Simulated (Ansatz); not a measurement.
**TeAu2 (model cell, started as cuprite): relaxing the cell for a phonon run**

Wanted: the relaxed cell of TeAu2 (model cell, started as cuprite).

Calculated with Ansatz 0.2.0; DFT PBEsol, scalar-relativistic, plane waves, PAW.

This is a report of a sequence of runs, with most program output left out.

The structure was built from a prototype and need not be the compound's stable phase.

### 1. The starting structure

Symmetry: Pn-3m, No. 224, cubic system. Conventional cell: a = 6.930 Å, b = 6.930 Å, c = 6.930 Å, α = 90.00°, β = 90.00°, γ = 90.00°. Nearest to Te lie 4 Au at 3.00 Å. Au has 2 Te at 3.00 Å nearest. Farther neighbours and most contacts between anions are not listed.

### 2. A coarse first look

A quick single point on a coarse mesh tells whether the cell has a gap and how far it is from rest, which sets the k mesh and smearing that follow.

input.yaml

```yaml
crystal:
  lattice:
    - [6.93005, 0.0, 0.0]
    - [0.0, 6.93005, 0.0]
    - [0.0, 0.0, 6.93005]
  atoms:
    - { symbol: Te, position: [0.0, 0.0, 0.0] }
    - { symbol: Te, position: [0.5, 0.5, 0.5] }
    - { symbol: Au, position: [0.25, 0.25, 0.25] }
    - { symbol: Au, position: [0.75, 0.75, 0.25] }
    - { symbol: Au, position: [0.75, 0.25, 0.75] }
    - { symbol: Au, position: [0.25, 0.75, 0.75] }
kpoints:
  mp_grid: { grid: [4, 4, 4] }
hamiltonian:
  xc: pbesol
scf:
  occupations: { method: gaussian, width: 0.1 }
output:
  forces: true
  stress: true
  eigenvalues: true
```

Run with:

```
$ ansatz run input.yaml --threads 8 --pin off --max-ram 14336MiB --backend cpu --events-out ev --progress --plain --runs-dir out
```

It took 4 s on 8 threads of Intel Xeon Platinum 8375C at 2.90GHz (Ice Lake), shared host; peak memory 1.2 GiB.

This step gave:

* pressure: -7.005 GPa
* volume per atom: 55.47 Å³
* gap on the k-mesh: 0.5052 eV
* direct gap on mesh: 0.6288 eV

The coarse mesh shows a gap of 0.51 eV and a pressure of -7.0 GPa.

### 3. Relaxation, k-mesh 6×6×6

The cell and atoms are relaxed, since residual forces and stress would shift the frequencies.

input.yaml, the sections that differ from step 2:

```yaml
kpoints:
  mp_grid: { grid: [6, 6, 6] }
scf:
  occupations: { method: gaussian, width: 0.02 }
output:
  forces: true
  stress: true
  eigenvalues: true
  write_density: true
  write_potential: true
  elf: true
  volumetric_format: npy
relax:
  adjacent_minimum: "off"
  f_tol: 0.005
  max_steps: 80
  cell: { stress_tol: 0.05 }
# crystal, hamiltonian: as in step 2
```

Wall time 55 s (8 threads); peak memory 1.3 GiB; 4.3 min of CPU time.

Relaxation path:

| step | energy less that of the first step (eV) | largest force component (eV/Å) | pressure (GPa) | volume (Å³) |
| --- | --- | --- | --- | --- |
| 1 | 0.0000 | 0.0000 | -7.00 | 332.82 |
| 2 | -2.0959 | 0.0000 | -7.31 | 286.48 |
| 3 | -3.8971 | 0.0000 | -6.05 | 244.65 |
| 4 | -4.8498 | 0.0000 | -1.06 | 207.11 |
| 5 | -4.8614 | 0.0000 | 0.58 | 200.59 |
| 6 | -4.8650 | 0.0000 | -0.03 | 202.86 |
| 7* | -4.8573 | 0.0000 | -0.04 | 202.86 |

Relaxation steps marked * repeat the geometry before them on a plane-wave basis chosen anew for their cell, so energy and pressure can jump there.

The run keeps the 48 symmetry operations that it works with, so distortions that break them were not tested.

```csv
cell as run,before,after,change
a (Å),6.930,5.876,-15.2 %
b (Å),6.930,5.876,-15.2 %
c (Å),6.930,5.876,-15.2 %
volume (Å³/atom),55.47,33.81,-39.0 %
```

The relaxed structure:

```cif
data_structure
_symmetry_space_group_name_H-M 'P 1'
_symmetry_Int_Tables_number 1
_cell_length_a 5.8758
_cell_length_b 5.8758
_cell_length_c 5.8758
_cell_angle_alpha 90.000
_cell_angle_beta 90.000
_cell_angle_gamma 90.000
_cell_volume 202.86
loop_
_atom_site_label
_atom_site_type_symbol
_atom_site_fract_x
_atom_site_fract_y
_atom_site_fract_z
_atom_site_occupancy
Te1 Te 0.00000 0.00000 0.00000 1
Te2 Te 0.50000 0.50000 0.50000 1
Au3 Au 0.25000 0.25000 0.25000 1
Au4 Au 0.75000 0.75000 0.25000 1
Au5 Au 0.75000 0.25000 0.75000 1
Au6 Au 0.25000 0.75000 0.75000 1
```

This step gave:

```yaml
pressure: -0.04297 GPa
gap_on_the_k_mesh: 2.063 eV
volume_per_atom: 33.81 Å³
direct_gap_on_mesh: 2.318 eV
```

ELF in the ac plane at fractional y = 0.250, with atoms of Au within 0.2 Å of it. It is the smooth field of the valence electrons, not physical close to the nuclei.

Ten even steps from '0' (0.01) to '9' (0.72), each cell a mean:
```
5432210012444345
4321000024566544
3210000135678753
3100000235799864
2100001234689764
2000012343567654
0001123454345542
0022334555433321
1244434554322100
2456654443210000
3567875332100001
3579986431000002
3468976421000012
4356765420000123
5434554200011234
5543332100223345
```
Columns run along a (5.9 Å), rows up along c (5.9 Å). Atoms in or near the plane, at fractional coordinates: Au at (0.25, 0.25), Au at (0.75, 0.75).

Valence density in the ac plane at fractional y = 0.250, with atoms of Au within 0.2 Å of it. It is the smooth field of the valence electrons, not physical close to the nuclei.

Ten steps, logarithmic in the rise over the least value, from '0' (0 e/Å³) to '9' (13 e/Å³), each cell a mean:
```
1110000001122221
1100000002456532
1000000013688752
1000000014799862
1000000014799852
0000000113577641
0000001112344321
0001111111111100
0112222111100000
0245653211000000
1368875210000000
1479986210000000
1479985210000000
1357764100000001
1234432100000011
1111110000011111
```
Columns run along a (5.9 Å), rows up along c (5.9 Å). Atoms in or near the plane, at fractional coordinates: Au at (0.25, 0.25), Au at (0.75, 0.75).

Electrostatic potential energy in the ac plane at fractional y = 0.250, with atoms of Au within 0.2 Å of it. With pseudopotentials it is smooth inside the atoms' cores, unlike the true potential.

Ten even steps from '0' (-41 eV) to '9' (13 eV), each cell a mean:
```
9999999999988899
9999999999744589
9999999998300158
9999999997100048
9999999997200048
9999999998521379
9999999999877899
9999999999999999
9998889999999999
9974458999999999
9830015899999999
9710004899999999
9720004899999999
9852137999999999
9987789999999999
9999999999999999
```
Columns run along a (5.9 Å; values clipped at the 3rd and 97th percentile), rows up along c (5.9 Å). Atoms in or near the plane, at fractional coordinates: Au at (0.25, 0.25), Au at (0.75, 0.75).

In this step the volume went from 55.47 to 33.81 Å³/atom.

### 4. Relaxation, k-mesh 4×4×4

The relaxation is repeated from its end, on the mesh and smearing that suit the cell and gap now reached.

input.yaml, the sections that differ from step 3:

```yaml
crystal:
  lattice:
    - [5.8757541889, 0.0, 0.0]
    - [0.0, 5.8757541889, 0.0]
    - [0.0, 0.0, 5.8757541889]
  atoms:
    - { symbol: Te, position: [0.0, 0.0, 0.0] }
    - { symbol: Te, position: [0.5, 0.5, 0.5] }
    - { symbol: Au, position: [0.25, 0.25, 0.25] }
    - { symbol: Au, position: [0.75, 0.75, 0.25] }
    - { symbol: Au, position: [0.75, 0.25, 0.75] }
    - { symbol: Au, position: [0.25, 0.75, 0.75] }
kpoints:
  mp_grid: { grid: [4, 4, 4] }
output:
  forces: true
  stress: true
  eigenvalues: true
# hamiltonian, scf, relax: as in step 3
```

Elapsed: 6 s, on 8 threads; peak memory 0.88 GiB.

Little changed from the start: no atom moved by 0.005 Å and no cell edge by 0.1 %.

Numbers from this step:

```
pressure          : -0.03744 GPa
gap on the k-mesh : 2.085 eV
```

In this step the volume went from 33.81 to 33.81 Å³/atom.

### 5. Relaxing to small forces for the phonons

Phonons need a cell at rest on their own settings, so the relaxation is repeated with tight tolerances on forces and stress, using the mesh and the filling of the phonon run that follows.

input.yaml, as its differences from that of step 4:

```diff
@@ -17,3 +17,3 @@
 scf:
-  occupations: { method: gaussian, width: 0.02 }
+  occupations: { method: fixed }
 output:
@@ -24,4 +24,4 @@
   adjacent_minimum: "off"
-  f_tol: 0.005
-  max_steps: 80
-  cell: { stress_tol: 0.05 }
+  f_tol: 0.001
+  max_steps: 60
+  cell: { stress_tol: 0.01 }
```

Run time: 10 s. Hardware: 8 threads; peak memory 0.89 GiB.

Little changed from the start: no atom moved by 0.005 Å and no cell edge by 0.1 %.

Numbers from this step:

```
pressure           : 9.10e-5 GPa
gap on the k-mesh  : 2.089 eV
volume per atom    : 33.79 Å³
direct gap on mesh : 2.322 eV
```

The forces vanish by symmetry and the pressure is 0.000 GPa, within the tolerances set. The cell now holds 33.79 Å³/atom.

### 6. Summary of results

| Property | Result |
| --- | --- |
| space group after relaxation (within 0.01 Å) | Pn-3m |
| lattice constant a | 5.874 Å |
| lattice constant b | 5.874 Å |
| lattice constant c | 5.874 Å |
| volume per atom | 33.8 Å³ |
| gap on the k-mesh | 2.09 eV |

The forces vanish by symmetry and the pressure is 0.000 GPa, within the tolerances set. The cell now holds 33.79 Å³/atom. The relaxation keeps the symmetry of its start, so it says nothing on stability against lower symmetry. Spin-orbit coupling is left out, which can matter for the heavy elements here. The starting cell was built on a prototype and not taken from a measurement, so the phase need not exist.

[Logs are printed without paths, hosts, clocks, repeated set-up lines and the standing remarks that a program may print on its own settings, such as how far it seeks lower states.]

[Hosts, paths, dates, database ids (printed as entryN), source tags and the programs' standing remarks are cut or masked in the printed files.]
